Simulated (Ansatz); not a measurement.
# PtS2 monolayer (2H): phonons and vibrational spectra, part 2 of 2

Aim: the phonons of PtS2 monolayer (2H) at a cell relaxed beforehand at this level. After the zone centre comes a 6×6×1 q mesh on a 18×18×1 k mesh.

Ansatz 0.2.0; DFT PBE, scalar-relativistic, plane waves, PAW; PAW set soft_1.

So far. Step 2 (Zone-centre response): Before it was imposed, the acoustic sum rule was missed by 1.8e-5 eV/Å². Small misses are needed for a sound result but don't prove that mesh and cutoff are converged. The lowest optical mode is imaginary, 65.0i cm⁻¹, so the energy falls along it.

## (3) Response at finite wavevector (continued)

Interpolated from a 6×6×1 q mesh. Phonon branches along the path, in cm⁻¹:

```csv
point,branch 1,branch 2,branch 3,branch 4,branch 5,branch 6,branch 7,branch 8,branch 9
Γ,-65,-65,0,0,0,82,127,127,307
halfway,-112,-87,-42,-41,35,99,122,180,294
M,47,72,77,103,157,177,196,222,266
halfway,-32,53,71,115,146,184,204,229,268
K,-105,41,67,130,131,179,218,236,269
halfway,-116,-62,34,54,76,113,144,193,289
Γ,-65,-65,0,0,0,82,127,127,307
```

The phonon branches as a text plot (rows in cm⁻¹):

```
    298 |***********                                *************
    279 |           ******                   *******
    261 |                 *******************
    243 |                             *****
    225 |                 ************  *******
    207 |               **      ********   *********
    189 |         **********************            **
    170 |       **      *******         ************  ***
    152 |     **    ****  ***********               **   ****
    134 |*****          **           ***************         ****
    116 | **      ****          ********   ****   *******    ***
     98 |   **  ****  **  ******               ***
     80 |*      **      ************              ***********   *
     61 | **  **    ********    ******************  **   ****
     43 |   **    ****  **********  ****************  **********
     25 | **    **  **            *                 *******  ***
      7 |*******        **                                 ******
    -11 |
    -29 |       **                 *              **
    -48 |   **    **  **                              ***
    -66 |*****      **              *        *****  **     ******
    -84 | **  ********               ***          **  *****  ***
   -102 |   **                          *****              **
   -120 |     ******                                *******
         Γ                   M           K                      Γ
```

The phonon density of states has structure finer than the step of the table below, so its rows give means over 20 cm⁻¹, whole bins alone (the curve runs from -132 to 308 cm⁻¹). Peaks (cm⁻¹: height): -77.5: 0.0402, 52.5: 0.0560, 67.5: 0.0689, 142.5: 0.0437, 177.5: 0.0437, 197.5: 0.0545, 267.5: 0.0380.

Tetrahedra on a 24×24×1 mesh, mean over bins of 5 cm-1. Interpolated from a 6×6×1 q mesh. Phonon density of states against wavenumber; means over each step:

wavenumber (cm⁻¹), phonon density of states (1/cm⁻¹/cell) and a bar:
```
     -120     0.0103 #####
     -100     0.0086 ####
      -80     0.0262 ################
      -60     0.0176 ##########
      -40     0.0096 ####
      -20     0.0066 ##
        0     0.0085 ###
       20     0.0158 #########
       40     0.0340 #####################
       60     0.0467 ##############################
       80     0.0263 ################
      100     0.0260 ################
      120     0.0227 #############
      140     0.0312 ###################
      160     0.0203 ############
      180     0.0293 ##################
      200     0.0358 ######################
      220     0.0205 ############
      240     0.0034 
      260     0.0095 ####
      280     0.0261 ################
```

The partial phonon density of states has structure finer than the step of the table below, so its rows give means over 20 cm⁻¹, whole bins alone (the curve runs from -138 to 326 cm⁻¹). Peaks (cm⁻¹: height): Pt -68.2: 0.0214, -47.8: 0.0161, 69.0: 0.0423; S 66.1: 0.0290, 86.5: 0.0205, 101.1: 0.0273, 142.0: 0.0325, 179.9: 0.0386, 200.3: 0.0444, 270.4: 0.0363.

Phonopy on the run's constants, 19x19x1 mesh, Gaussian sigma 3.3 cm-1. Interpolated from a 6×6×1 q mesh. The partial phonon density of states by wavenumber; means over each step; values in 1/cm⁻¹/cell:

```csv
wavenumber (cm⁻¹),Pt,S
-120,0.00677,0.00364
-100,0.00660,0.00212
-80,0.0169,0.00919
-60,0.0132,0.00482
-40,0.00780,0.00319
-20,0.00378,0.00218
0,0.00281,9.0e-4
20,0.0108,0.00829
40,0.0210,0.0124
60,0.0301,0.0191
80,0.0117,0.0129
100,0.00466,0.0215
120,0.00385,0.0183
140,0.00448,0.0268
160,0.00126,0.0194
180,6.0e-4,0.0287
200,5.1e-4,0.0353
220,3.6e-4,0.0198
240,4.4e-5,0.00368
260,5.8e-4,0.00868
280,0.00145,0.0248
300,2.9e-4,0.0137
```

Symmetry leaves 7 wavevectors to solve. The lowest mode among them, the acoustic zeros apart, lies at q = (0.167, 0.167, 0) and is imaginary, 116.1i cm⁻¹, so the energy falls along it. Between them the interpolated path dips to 129i cm⁻¹.

## (4) Another isotope

An isotope changes the mass and not the force constants, so no new electronic calculation is needed; the shifts show which modes move this element.

The same force constants with the mass of S changed from 32.060 to 33.968 u (phonopy, no LO-TO term). Both lists are sorted by frequency; levels can cross, so a row need not hold one and the same mode. Modes under 3 cm⁻¹ are left out. Isotope shifts, by row:

```csv
q,rank,natural mass (cm⁻¹),changed mass (cm⁻¹)
0 0 0,1,-65.03,-63.64
0 0 0,2,-65.03,-63.64
0 0 0,6,82.38,80.62
0 0 0,7,127.1,123.5
0 0 0,8,127.1,123.5
0 0 0,9,306.7,297.9
0 0.1667 0,1,-115.7,-114.2
0 0.1667 0,2,-84.93,-83.97
0 0.1667 0,3,-82.12,-80.39
0 0.1667 0,4,17.44,17.3
0 0.1667 0,5,34.6,33.61
0 0.1667 0,6,66,64.85
0 0.1667 0,7,78.11,76.86
0 0.1667 0,8,156.1,151.7
0 0.1667 0,9,301.5,293
0 0.3333 0,1,-69.04,-68.81
0 0.3333 0,2,-58.24,-58.13
0 0.3333 0,3,50.95,49.5
0 0.3333 0,4,54.12,53.67
0 0.3333 0,5,94.71,92.76
0 0.3333 0,6,136.9,133.3
0 0.3333 0,7,172.2,167.6
0 0.3333 0,8,195.1,189.6
0 0.3333 0,9,283.1,275.5
0 -0.5 0,1,47.19,47.14
0 -0.5 0,2,71.53,71.36
0 -0.5 0,3,77.38,77
0 -0.5 0,4,103.2,100.2
0 -0.5 0,5,156.6,152.8
0 -0.5 0,6,177.2,172.3
0 -0.5 0,7,195.8,190.2
0 -0.5 0,8,222,215.9
0 -0.5 0,9,266.3,259.1
```

A mode of this element alone would shift by -2.85 %. The highest zone-centre frequency without the field goes from 306.7 to 297.9 cm⁻¹ (-2.8 %).

## (5) Outcome

- space group (within 0.01 Å): P-6m2
- area per atom: 3.51 Å²
- electronic character: no gap on this mesh
- highest optical mode at the zone centre (no LO-TO term): 307 cm⁻¹
- lowest optical zone-centre mode: -65.0 cm⁻¹
- lowest mode on the q mesh (acoustic modes at Γ apart): -116 cm⁻¹
- highest frequency on the path or at a solved wavevector: 307 cm⁻¹
- imaginary modes on the 6×6×1 q mesh: yes

What this shows: Modes are clearly imaginary (beyond 10i cm⁻¹) at 6 of the 7 irreducible wavevectors, most at q = (0.167, 0.167, 0) (116.1i cm⁻¹), so this structure is not a minimum of the energy. The optical modes at Γ span -65 to 307 cm⁻¹ (negative means imaginary). The highest mode in this list at Γ, 306.7 cm⁻¹, is mostly motion of S (100 % of the kinetic energy). With no gap, or one that is small against the smearing, the frequencies hang on the k mesh and the smearing, most of all near Kohn anomalies. In a sheet or slab the interpolated bending branch near Γ is rough, since the rotational sum rule isn't imposed. A semilocal functional can close a gap that the real compound would have, so the metallic treatment may be an artefact of the level. Spin-orbit coupling is left out, which can matter for the heavy elements here. A phonon run warned that its eigensolver left some bands unconverged in a pass. The starting cell was built on a prototype and not taken from a measurement. These are harmonic frequencies at zero temperature: anharmonic shifts, linewidths and thermal expansion are left out.

[Logs are printed without paths, hosts, clocks, repeated set-up lines and the standing remarks that a program may print on its own settings, such as how far it seeks lower states.]

[Hosts, paths, dates, database ids (printed as entryN), source tags and the programs' standing remarks are cut or masked in the printed files.]
